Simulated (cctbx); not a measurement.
# Which space group?

Cell: a = 7.0760 Å, b = 4.1780 Å, c = 6.7300 Å, α = 90.00°, β = 90.00°, γ = 90.00°. Expected content of the cell: Ir4 Sn4 Si4.

Simulated single-crystal data (cctbx): Mo Kα, λ = 0.71073 Å, to d = 0.8 Å, 95 % of the full sphere, strongest reflection 40000 counts, noise from counting, a 2 % proportional error and a noise floor of 2 counts (s.d.); no absorption, some extinction.

A first pass over the reflections prints:

```text
1555 reflections to d = 0.800 A
centring   violations  <I/sigma> of those
    A        660 of   790     25.0
    B        682 of   800     24.7
    C        708 of   792     26.7
    I        648 of   781     23.4
    R        889 of  1022     25.8
    F       1025 of  1191     25.5
Laue class    unique    Rint  (classes that these axes allow; Friedel mates merged)
P -1              811   0.014
P 1 2/m 1         467   0.017
P 1 1 2/m         447   0.017
P 2/m 1 1         445   0.017
P m m m           273   0.018
space group    extra absences  I>4sigma  <I/sigma>
P 2 2 2                 0          0         -  acentric
P 2 2 21                8          0       0.0  acentric
P 21 2 2                7          0       0.2  acentric
P 2 21 2                6          0      -0.8  acentric
P 21 21 2              13          0      -0.3  acentric
P 2 21 21              14          0      -0.3  acentric
P 21 2 21              15          0       0.1  acentric
P 21 21 21             21          0      -0.2  acentric
P m m 2                 0          0         -  acentric
P 2 m m                 0          0         -  acentric
P m 2 m                 0          0         -  acentric
P 21 m a               66          0       0.1  acentric
P m 2 a                66          0       0.1  acentric
P n m 21               70          0      -0.0  acentric
P n 21 m               70          0      -0.0  acentric
P n 21 a              136          0       0.0  acentric
P m m m                 0          0         -  centric
P m m a                66          0       0.1  centric
P n m m :1             70          0      -0.0  centric
P n m m :2             70          0      -0.0  centric
P n m a               136          0       0.0  centric
Wilson B = 0.55 A^2   <|E^2-1|> = 0.787 (0.968 centric, 0.736 acentric)   E^2>4: 1.2 %
shell (A)         n   <I/sigma>
 7.08 - 1.60     43     54.1
 1.60 - 1.27     39     57.7
 1.27 - 1.11     32     53.8
 1.11 - 1.01     32     53.5
 1.01 - 0.94     36     58.3
 0.94 - 0.88     25     53.0
 0.88 - 0.84     31     56.6
 0.84 - 0.80     35     53.5
```

**Question.** What are the lattice type, the Laue class and the likely space group?

Every centring test has many violations, so the lattice is primitive.

Rint stays low (0.014 to 0.018) up to P m m m, the highest class in these axes.

21 settings pass the absence test. The most absences obeyed, 136, belong to P n 21 a and P n m a, which absences can't tell apart.

⟨|E²−1|⟩ = 0.787 leans to a non-centrosymmetric structure. Here that hint misleads: the statistic assumes many like atoms on general positions, and few, heavy or special-position atoms break it. The Wilson B of 0.55 Å² means U ≈ 0.0070 Å².

The true group is Pnma (no. 62), Laue class mmm, centrosymmetric. The tables only narrow the choice to the tied entries; cell content, site symmetry and trial solutions must settle it.

The model was made for the exercise: a known structure type with other elements put in, its volume estimated, not relaxed; displacement parameters are assumed.

[Logs are printed without paths, hosts, clocks, repeated set-up lines and the standing remarks that a program may print on its own settings, such as how far it seeks lower states.]
